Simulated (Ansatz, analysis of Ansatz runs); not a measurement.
# Local vibrational mode of the N-H pair in ZnO (PBE), part 2 of 2

How near does this set-up come to the measured local vibrational mode? Subject: N-H pair in ZnO. Set-up: PBE, 72-site cell, PBE lattice, 300 eV, k: the single point 1/4 1/4 1/4. The model is a cell of 72 host atoms with N put on another atom's site and H put in between. The frequencies come from force constants among the defect atom and its neighbours, with the masses of the isotopes named. This set-up takes another basis size than the usual one.

Ansatz 0.2.0; PBE, 72-site cell, PBE lattice, 300 eV, k: the single point 1/4 1/4 1/4.

So far. Step 2 (Relaxation, charge 0): Neighbours of the added atoms: H73: N36 1.04, Zn38 2.06, Zn33 2.09 Å.

## 3. Local vibrational modes

A local mode lives on the defect and the atoms next to it, so only the sites listed in the input are displaced, which costs far fewer SCF runs than the whole cell would.

This step: plane-wave PAW DFT, PBE; finite-displacement force constants among the atoms nearest to a defect, the others at rest.

File modes/input.yaml:

```yaml
crystal:
  lattice:
    - [9.81164981, 0.0, 0.0]
    - [-4.9058249, 8.49713799, 0.0]
    - [0.0, 0.0, 10.53841351]
  atoms:
    - { symbol: Zn, position: [0.108045933, 0.219827668, 0.249456141] }
    - { symbol: Zn, position: [0.22051258, 0.109845843, 0.000112651] }
    - { symbol: O, position: [0.220084234, 0.109836549, 0.189952322] }
    - { symbol: O, position: [0.115108775, 0.225365134, 0.439256522] }
    - { symbol: Zn, position: [0.112897921, 0.224260034, 0.747575653] }
    - { symbol: Zn, position: [0.220527491, 0.108330237, 0.499530853] }
    - { symbol: O, position: [0.222151343, 0.110473907, 0.689480107] }
    - { symbol: O, position: [0.110232272, 0.221001717, 0.937606695] }
    - { symbol: Zn, position: [0.108000999, 0.555290911, 0.249597708] }
    - { symbol: Zn, position: [0.219921963, 0.442997063, -0.003979517] }
    - { symbol: O, position: [0.213063842, 0.440079211, 0.185258256] }
    - { symbol: O, position: [0.115400173, 0.55548319, 0.43942732] }
    - { symbol: Zn, position: [0.112924801, 0.555635153, 0.747546988] }
    - { symbol: Zn, position: [0.234677976, 0.449703969, 0.4952429] }
    - { symbol: O, position: [0.22637685, 0.446627568, 0.686008809] }
    - { symbol: O, position: [0.11016697, 0.555525111, 0.937609222] }
    - { symbol: Zn, position: [0.107925296, 0.887506172, 0.249925028] }
    - { symbol: Zn, position: [0.22054052, 0.776692647, 5.5845e-05] }
    - { symbol: O, position: [0.220054756, 0.777239887, 0.189914368] }
    - { symbol: O, position: [0.107560892, 0.886674412, 0.439813075] }
    - { symbol: Zn, position: [0.109778291, 0.888373228, 0.750244655] }
    - { symbol: Zn, position: [0.220695889, 0.777779294, 0.499463338] }
    - { symbol: O, position: [0.222113007, 0.778572297, 0.689408241] }
    - { symbol: O, position: [0.10943023, 0.887886541, 0.940120961] }
    - { symbol: Zn, position: [0.442734641, 0.222354239, 0.249705458] }
    - { symbol: Zn, position: [0.555664286, 0.110917472, 0.001292814] }
    - { symbol: O, position: [0.554372728, 0.111037831, 0.190671659] }
    - { symbol: O, position: [0.442298778, 0.216593459, 0.439625368] }
    - { symbol: Zn, position: [0.442663556, 0.219069255, 0.752552787] }
    - { symbol: Zn, position: [0.558086651, 0.112105356, 0.500543361] }
    - { symbol: O, position: [0.556636374, 0.111969406, 0.690388059] }
    - { symbol: O, position: [0.442930177, 0.220317653, 0.941382087] }
    - { symbol: Zn, position: [0.432250612, 0.550630942, 0.242370878] }
    - { symbol: Zn, position: [0.554995725, 0.443421467, -0.001295949] }
    - { symbol: O, position: [0.5522641, 0.443303833, 0.187830369] }
    - { symbol: "N", position: [0.463924986, 0.565781117, 0.43580555] }
    - { symbol: Zn, position: [0.446749281, 0.557154572, 0.750058298] }
    - { symbol: Zn, position: [0.550385097, 0.431282585, 0.50880442] }
    - { symbol: O, position: [0.556453916, 0.442230162, 0.695956485] }
    - { symbol: O, position: [0.443481055, 0.555044123, 0.939796731] }
    - { symbol: Zn, position: [0.442714004, 0.888197851, 0.24967036] }
    - { symbol: Zn, position: [0.555087686, 0.778025109, -0.001687164] }
    - { symbol: O, position: [0.552515328, 0.777124216, 0.1873648] }
    - { symbol: O, position: [0.442446818, 0.892281153, 0.439552045] }
    - { symbol: Zn, position: [0.442772754, 0.890799427, 0.752180899] }
    - { symbol: Zn, position: [0.550992232, 0.785160608, 0.507745462] }
    - { symbol: O, position: [0.556517464, 0.781456756, 0.695415901] }
    - { symbol: O, position: [0.442875613, 0.88920377, 0.941079211] }
    - { symbol: Zn, position: [0.776292346, 0.221703157, 0.250000747] }
    - { symbol: Zn, position: [0.888783823, 0.110875909, -0.000111898] }
    - { symbol: O, position: [0.886401515, 0.109565574, 0.189838127] }
    - { symbol: O, position: [0.779686445, 0.222943653, 0.439863666] }
    - { symbol: Zn, position: [0.778752324, 0.222935419, 0.750003862] }
    - { symbol: Zn, position: [0.892060934, 0.112719927, 0.499108703] }
    - { symbol: O, position: [0.890476232, 0.112670124, 0.689129425] }
    - { symbol: O, position: [0.777533236, 0.221988902, 0.939943222] }
    - { symbol: Zn, position: [0.773198201, 0.552882608, 0.250575911] }
    - { symbol: Zn, position: [0.888766647, 0.444005422, 2.475e-05] }
    - { symbol: O, position: [0.886312745, 0.443951913, 0.189989718] }
    - { symbol: O, position: [0.77571593, 0.552205796, 0.441273149] }
    - { symbol: Zn, position: [0.780134085, 0.555915033, 0.751087154] }
    - { symbol: Zn, position: [0.892175482, 0.445234786, 0.499142318] }
    - { symbol: O, position: [0.89049585, 0.444894968, 0.689165602] }
    - { symbol: O, position: [0.777918791, 0.555366776, 0.940582803] }
    - { symbol: Zn, position: [0.773293486, 0.88752137, 0.250408673] }
    - { symbol: Zn, position: [0.887516186, 0.776813971, 0.001357367] }
    - { symbol: O, position: [0.885324877, 0.776158681, 0.191273259] }
    - { symbol: O, position: [0.776226336, 0.88971683, 0.440926293] }
    - { symbol: Zn, position: [0.78002837, 0.891282889, 0.750844548] }
    - { symbol: Zn, position: [0.88538436, 0.775556085, 0.50021548] }
    - { symbol: O, position: [0.888031425, 0.777492944, 0.690089227] }
    - { symbol: O, position: [0.778005348, 0.88898134, 0.940361256] }
    - { symbol: H, position: [0.578556312, 0.619548092, 0.401247451] }
basis:
  ecutwfc: 300
  xc_grid: 2
hamiltonian:
  xc: pbe
kpoints:
  mp_grid: { grid: [1, 1, 1], shift: [0.25, 0.25, 0.25] }
scf:
  occupations: { method: fermi_dirac, width: 0.01 }
  max_iter: 120
output: {}
checkpoint:
  read: "../relax.run"
phonons:
  supercell: [1, 1, 1]
  displaced_sites: [32, 35, 37, 45, 72]
```

The run is started by

```
> ansatz run input.yaml --threads 2 --pin off --max-ram 4710MiB --backend cpu --events-out ev --progress --plain --runs-dir out
```

Numbers of over 12 decimals in the logs are rounded to 6 here.

The log of the run:

```text
[...]
Crystal: 73 atoms, lattice volume = 878.597 Å³
Basis set: ecut = 300 eV, 10385 PW (Γ), exchange–correlation on 120×120×120 points (8 copies of the dense FFT grid, shifted against one another)
Bands: 397, of which v1, the nominal top of the filled ones, is band 324 counted from 1 (323 counted from 0)
Symmetry: 1 space group operations
k-points: 1
[...]
SCF iter   6: F=-139739.946668 eV  HF=-139739.946668 eV  |F-HF|=2.91e-11  |Δ(HF+E_count)|=  5.82e-11  Δρ=4.74e-8  dr2=2.25e-11  ethr=1.00e-12  ⟨swp⟩=3.0  Hψ=1343  notcnv=0
SCF 1 converged in 6 iterations: F = -139739.946668 eV  dr2 = 2.25e-11
[...]
SCF 2 converged in 10 iterations: F = -139739.946640 eV  dr2 = 6.24e-12
[...]
SCF 3 converged in 12 iterations: F = -139739.946624 eV  dr2 = 4.13e-12
[...]
symmetry images taken by strict's conditions (phonons.symmetry_images: auto; settled by no image being taken that strict refuses)
  force constants formed among 5 of 73 sites (Zn 32, N 35, Zn 37, Zn 45, H 72); the other 68 at rest. The modes move the named sites alone.
  the frequencies, the zero-point energy and the sums are of the block with the acoustic sum rule laid on its rows. Row sums over every site: 4.4e-4 eV/Å² at the most
  transpose residual: 4.2e-4 eV/Å²
  largest component of a force at the reference: 7.2e-3 eV/Å on a named site, 6.4e-3 eV/Å on a site at rest
  frequencies among the named sites at Γ of the cell (cm⁻¹): 134.06 135.40 161.22 175.03 187.11 203.43 214.42 218.86 241.87 390.25 404.07 433.16 696.05 736.01 3128.59
  unstable modes among the named sites: 0
  frequencies as built, with no sum rule (cm⁻¹): 134.06 135.41 161.22 175.03 187.11 203.43 214.42 218.87 241.87 390.25 404.07 433.16 696.07 736.03 3128.59
  zero-point energy: 0.462432 eV/cell   skipped modes (ω ≤ 0): 0
  not written: the harmonic force-constant file, the file of eigenvectors (these modes' are written with the force constants), the density of states and the dispersion, which are of every site
[key lines of the parts left out:]
SCF converged after 6 iterations
Free energy (F): -139739.946668 eV
Fermi energy:    7.890514 eV
```

Run time: 24 min. Hardware: 2 threads of Arm Neoverse V1, shared host; peak memory 1.5 GiB; 46 min of CPU time.

Reading the cycles: dr2 is the Hartree energy of the density residual (eV), the measure of convergence; HF is the Harris–Foulkes estimate of the energy, which meets the free energy F at convergence.

Read from the output:

```
free energy : -139739.9467 eV
```

The modes with the largest weight on the probed atoms (the light atom of a pair), for the masses of each isotope. Modes of the displaced atoms (local only where they lie over the host's phonons):

```csv
isotopes,mode (cm⁻¹),share of the defect atoms
H,3129,0.933
H,736.1,0.896
H,696.1,0.868
D,2287,0.871
D,555.9,0.674
D,537.2,0.572
```

## 4. Outcome

```json
{"distance from the defect atom to its nearest neighbour": "1.040 Å", "N-H stretch, 1H": "3129 cm⁻¹", "N-D stretch, 2H": "2287 cm⁻¹", "time of the whole chain": "28 min on 2 threads"}
```

What this shows: N-H stretch, 1H: computed 3129 cm⁻¹, measured 3150.6 cm⁻¹; 22 cm⁻¹ (1 %) below the measurement. N-D stretch, 2H: computed 2287 cm⁻¹, measured 2339.7 cm⁻¹; 52 cm⁻¹ (2 %) below the measurement. The computed value is harmonic, while the measured line is the anharmonic fundamental, which for X–H stretches usually lies a few per cent lower. Only the named neighbours move, so modes near the host's band are approximate. Limits: the cell was relaxed at this lower cutoff, where the basis error moves the lattice constant.

[Logs are printed without paths, hosts, clocks, repeated set-up lines and the standing remarks that a program may print on its own settings, such as how far it seeks lower states.]

[Hosts, paths, dates, database ids (printed as entryN), source tags and the programs' standing remarks are cut or masked in the printed files.]

[For some hosts the program warned that the k-mesh of the response run may be too coarse for force constants and the static dielectric constant; such warnings are not shown here.]
